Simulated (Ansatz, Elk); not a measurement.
# Bonding as seen by X-rays: ZnPb

The structure of ZnPb used here is made up (a known structure type with other elements) and was relaxed beforehand with PBE. The aim is the Fourier transform of its all-electron density, F(hkl), set beside the sum over free spherical atoms that refinements use.

Calculated with Elk 11.2.3 (patched build); DFT, PBE, all-electron APW+lo, Dirac cores, scalar-relativistic bands, static density, no spin.

This account leaves out most program logs.

The structure was built from a prototype and need not be the compound's stable phase.

## (1) The structure

It takes space group P4/mmm (No. 123, tetragonal). The conventional cell has a = 3.531 Å, b = 3.531 Å, c = 3.948 Å, α = 90.00°, β = 90.00°, γ = 90.00°. Nearest to Pb lie 8 Zn at 3.18 Å and 4 Pb at 3.53 Å. Zn has 8 Pb at 3.18 Å nearest. Farther neighbours are not listed.

## (2) Ground state and structure factors

An all-electron density is needed, since X-rays see the cores too. Task 0 finds the density and task 195 Fourier-transforms it; tshift is off so that phases refer to the origin typed.

Contents of elk.in:

```
tasks
  0
  195

xctype
  20

spinpol
  .false.

rgkmax
  7.0

gmaxvr
  14.0

lmaxo
  7

lmaxapw
  8

swidth
  0.002

tshift
  .false.

ramdisk
  .false.

hmaxvr
  5.5

maxscl
  120

epspot
  1e-06

sppath
  './'

avec
  6.67259411923 0.00000000000 0.00000000000
  0.00000000000 6.67259411923 0.00000000000
  0.00000000000 0.00000000000 7.46088986670

atoms
  2
  'Pb.in'
  1
  0.5000000000 0.5000000000 0.5000000000   0.000000 0.000000 0.000000
  'Zn.in'
  1
  -0.0000000000 0.0000000000 0.0000000000   0.000000 0.000000 0.000000

ngridk
  6 6 6
```

Run with:

```bash
$ OMP_NUM_THREADS=4 elk
```

It took 11 s on 4 threads of Intel Xeon Platinum 8488C (Sapphire Rapids), shared host; peak memory 0.16 GiB; 31 s of CPU time.

SFACRHO.OUT:

```text

h k l indices transformed by vhmat matrix:
   1.000000000       0.000000000       0.000000000    
   0.000000000       1.000000000       0.000000000    
   0.000000000       0.000000000       1.000000000    

      h      k      l  multipl.   |H|            Re(F)            Im(F)           |F|

      0      0      0      1   0.0000000       112.00000     -0.98732044E-17   112.00000    
      0      0     -1      2  0.84214959      -48.517818      0.23737336E-13   48.517818    
      1      0      0      4  0.94164057      -47.869442      0.90610379E-14   47.869442    
      0     -1      1      8   1.2632905       94.774350      0.24187127E-13   94.774350    
     -1     -1      0      4   1.3316809       93.537542      0.17075293E-13   93.537542    
      1      1     -1      8   1.5756236      -43.746567      0.37704485E-13   43.746567    
      0      0      2      2   1.6842992       87.399993      0.41868942E-13   87.399993    
      0     -2      0      4   1.8832811       84.099133      0.15502259E-13   84.099133    
      0      1     -2      8   1.9296504      -41.527057      0.47863747E-13   41.527057    
     -2      0     -1      8   2.0629987      -40.723816     -0.22414660E-13   40.723816    
     -1      2      0      8   2.1055723      -40.469161      0.74266049E-14   40.469161    
      1     -1     -2      8   2.1471464       79.869327     -0.38603841E-13   79.869327    
     -2      1      1     16   2.2677413       77.989278      0.20224817E-13   77.989278    
      0      0      3      2   2.5264488      -38.138792     -0.79091877E-13   38.138792    
      2      0      2      8   2.5265810       74.109958     -0.27523671E-13   74.109958    
      2      2      0      4   2.6633617       72.137033     -0.26797179E-13   72.137033    
      1      0     -3      8   2.6962252       71.665606     -0.35064775E-13   71.665606    
      1     -2      2     16   2.6963491      -37.274997     -0.41706737E-13   37.274997
```

Elk indexes on the primitive cell of elk.in and gives |H| = 4π sin θ/λ in inverse bohr. Below, one row stands for each form hkl of the conventional cell (m members, Friedel mates merged), F is for one primitive cell and the density is static (no thermal factor). Free-atom factors are Waasmaier and Kirfel's, and R is Σm||F|−|F'||/Σm|F|.

```csv
hkl,m,sin θ/λ (Å⁻¹),"abs F, DFT",neutral atoms,diff.
001,2,0.127,48.518,48.560,-0.042
100,4,0.142,47.869,47.902,-0.033
101,8,0.190,94.774,94.998,-0.223
110,4,0.200,93.537,93.782,-0.245
111,8,0.237,43.747,43.604,+0.142
002,2,0.253,87.400,87.637,-0.237
200,4,0.283,84.099,84.279,-0.180
102,8,0.290,41.527,41.368,+0.159
201,8,0.310,40.724,40.581,+0.143
210,8,0.317,40.469,40.337,+0.133
112,8,0.323,79.869,79.982,-0.112
211,16,0.341,77.989,78.084,-0.095
003,2,0.380,38.139,38.075,+0.064
202,8,0.380,74.110,74.168,-0.058
```

## (3) The highest occupied states alone

An energy window below the Fermi level keeps the highest occupied states, to see at which angles they scatter; shallow core shells can lie inside it and anion s states outside. No new self-consistency is needed.

elk.in: that of step 2 with these lines changed.

```diff
@@ -1,3 +1,2 @@
 tasks
-  0
   195
@@ -40,2 +39,5 @@
 
+wsfac
+  -0.163020 0.504480
+
 sppath
```

Run with:

```bash
$ OMP_NUM_THREADS=4 elk
```

Wall time 3.1 s (4 threads); peak memory 0.16 GiB; 5.6 s of CPU time.

States within 10 eV below the Fermi level hold 15.73 electrons; any levels below the window count with the cores, and a count that is not whole means the window cuts a band. Their amplitudes can exceed the total, where window and core parts have opposite phase:

```csv
hkl,sin θ/λ (Å⁻¹),"abs F, window","abs F, all"
001,0.127,8.216,48.518
100,0.142,8.095,47.869
101,0.190,8.038,94.774
110,0.200,7.676,93.537
111,0.237,6.665,43.747
002,0.253,6.221,87.400
200,0.283,5.617,84.099
102,0.290,5.683,41.527
201,0.310,5.320,40.724
210,0.317,5.207,40.469
```

## (4) Another functional

The difference from free atoms is small, so it is set against the change that LDA (Perdew-Wang) makes.

elk.in: that of step 3 with these lines changed.

```diff
@@ -1,2 +1,3 @@
 tasks
+  0
   195
@@ -4,3 +5,3 @@
 xctype
-  20
+  3
 
@@ -39,5 +40,2 @@
 
-wsfac
-  -0.163020 0.504480
-
 sppath
```

Run with:

```bash
$ OMP_NUM_THREADS=4 elk
```

The job ended after 6.4 s (4 threads; peak memory 0.16 GiB).

Against the first run R = 0.01 %; the largest change is -0.027 at 112.

## (5) Basis size

The basis and the expansions that go with it are enlarged, to see whether the differences are converged.

elk.in: that of step 4 with these lines changed.

```diff
@@ -5,3 +5,3 @@
 xctype
-  3
+  20
 
@@ -11,12 +11,12 @@
 rgkmax
-  7.0
+  8.5
 
 gmaxvr
-  14.0
+  18.0
 
 lmaxo
-  7
+  9
 
 lmaxapw
-  8
+  10
```

Run with:

```bash
$ OMP_NUM_THREADS=4 elk
```

Elapsed: 24 s, on 4 threads; peak memory 0.22 GiB.

Against the first run R = 0.00 %; the largest change is -0.007 at 103.

## (6) A coarser k-mesh

About half the k-points along each axis test the sampling.

elk.in: that of step 5 with these lines changed.

```diff
@@ -11,12 +11,12 @@
 rgkmax
-  8.5
+  7.0
 
 gmaxvr
-  18.0
+  14.0
 
 lmaxo
-  9
+  7
 
 lmaxapw
-  10
+  8
 
@@ -58,2 +58,2 @@
 ngridk
-  6 6 6
+  3 3 3
```

Run with:

```bash
$ OMP_NUM_THREADS=4 elk
```

It took 7.3 s on 4 threads; peak memory 0.16 GiB; 15 s of CPU time.

Against the first run R = 0.01 %; the largest change is +0.094 at 001.

## (7) Settings against the effect

```csv
run,R against the first run (%),"R against neutral atoms, low angle (%)",wall time
"PBE, rgkmax 7",0.00,0.25,11 s
LDA (Perdew-Wang),0.01,0.26,6.4 s
rgkmax 8.5 with larger expansions,0.00,0.25,24 s
k-mesh 3×3×3,0.01,0.24,7.3 s
```

## (8) Summary of results

* R against neutral atoms, sin θ/λ < 0.3 Å⁻¹: 0.25 %
* R against neutral atoms, 0.3 to 0.83 Å⁻¹: 0.08 %

**Reading.** Independent neutral atoms miss the calculated amplitudes by R = 0.25 % below 0.3 Å⁻¹ and 0.08 % from there to 0.83 Å⁻¹; by shells, 0.07 % below 0.15 Å⁻¹ (2 forms), 0.27 % 0.15 to 0.3 (6 forms), 0.12 % 0.3 to 0.45 (14 forms), 0.07 % above 0.45 (74 forms). Bonding, aspherical density and the tables' own atoms all enter these figures, and the runs don't part them. The largest change of an amplitude is -0.24 electrons, at 110. The window's part falls from 15.7 electrons at the origin to at most 2.90 between 0.45 and 0.83 Å⁻¹, where compact states inside the window still scatter. Below 0.3 Å⁻¹ the changes that finished (LDA (Perdew-Wang), rgkmax 8.5 with larger expansions and k-mesh 3×3×3) move F by R = 0.04 % at most, against the 0.25 % that separates it from free atoms. A single amplitude moves by up to 0.09 electrons, against 0.24 for the largest difference from free atoms. Spin-orbit coupling is left out, which can matter for elements this heavy. Part of the difference isn't bonding: the tables are fits to free atoms and ions calculated by other methods than this functional. Thermal motion, anomalous dispersion and extinction are left out.

[Logs are printed without paths, hosts, clocks, repeated set-up lines and the standing remarks that a program may print on its own settings, such as how far it seeks lower states.]

[Hosts, paths, dates, database ids (printed as entryN), source tags and the programs' standing remarks are cut or masked in the printed files.]
